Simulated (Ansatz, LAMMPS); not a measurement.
# Static equation of state of amorphous polystyrene (as short chains C42H46), from a frame at 300 K, (176 atoms)

Density of this cell: 1.06 g/cm³. The cell holds 176 atoms: 84 C and 92 H. Its edges and angles: a = 12.370 Å, b = 11.724 Å, c = 12.005 Å, α = 97.1°, β = 91.2°, γ = 89.5°. The starting structure: 2 polystyrene chains of 5 units with methyl end groups placed at random, at 0.988 g/cm³; overlaps pushed apart, then 20 ps at 800 K with MMFF94 bonds, angles, torsions, charges and radii (Halgren, J. Comput. Chem. 17, 490 (1996)) in harmonic and 12-6 forms. Snapshot after 30 ps at 300 K and fixed volume.

Calculated with Ansatz 0.2.0: Kohn-Sham DFT, PBE+D4, PAW (set soft_2), plane waves; cutoff 420 eV, Γ point, gaussian smearing of 0.05 eV. Cell and atoms were relaxed first, to V0 = 9.8140 Å³ an atom at a residual P0 = 0.000 GPa. The cell was then scaled evenly, and the atoms were relaxed at each volume.

| volume (Å³/atom) | pressure (GPa) |
| --- | --- |
| 8.8326 | ? |
| 9.2251 | 0.4125 |
| 9.5195 | 0.2243 |
| 10.108 | -0.1521 |
| 10.403 | -0.2421 |

Task: Fit the third-order Birch–Murnaghan equation to the rows given and extrapolate to the withheld row.

**Working.**

Take the Eulerian strain f = ½[(V0/V)^(2/3) − 1] and the normalised pressure F = (P − P0) / [3f(1 + 2f)^(5/2)]. The third-order Birch–Murnaghan equation is then the line F = B0 + (3/2)B0(B′ − 4) f, so u = f and v = F.

```
      u = f  v = F (GPa)
  0.0210564      5.89505
  0.0102568      6.93948
-0.00975651      5.44878
 -0.0190505      4.66179
```

With n = 4: mean u = 6.2654e-4, mean v = 5.73628, Σ(u − ū)² = 0.0010051, Σ(u − ū)(v − v̄) = 0.038958. Slope b = 0.038958 / 0.0010051 = 38.760; intercept a = v̄ − b ū = 5.7120.

So B0 = a = 5.71 GPa and B′ = 4 + 2b/(3a) = 8.52. At the withheld volume f = 0.03638, F = a + b f = 7.122 GPa, and P = P0 + 3f(1 + 2f)^(5/2) F.

Prediction at 8.8326: 0.9263 GPa. The run gave 0.8909 GPa, so the fit is high by 0.035 GPa (4.0 % of the value).

The series isn't one smooth equation of state: even a line fitted to all rows, the withheld one included, misses F by up to 12.9 %. B0 and B′ are then only the numbers of this fit, not moduli of the material. Among the rows given, the largest miss of the fit is at 9.2251, by 0.044 GPa (3.9 % of the range of the table).

Limits: Static cells at zero temperature; the cell shape is held. The program notes that the SCF threshold of these relaxations is loose for the stress. The network of contacts between molecules at the start is that of the classical potential that made the cell, and needn't be the one that DFT or experiment would give. Only the Γ point is sampled, in a cell whose shortest periodic width is 12 Å.

[Logs are printed without paths, hosts, clocks, repeated set-up lines and the standing remarks that a program may print on its own settings, such as how far it seeks lower states.]

[Hosts, paths, dates, database ids (printed as entryN), source tags and the programs' standing remarks are cut or masked in the printed files.]

[The MMFF94 radii named for the starting cell were scaled by 0.96; in molecules described by MMFF94, hydrogen bound to N, O or S took a small fixed 12-6 site in their place.]
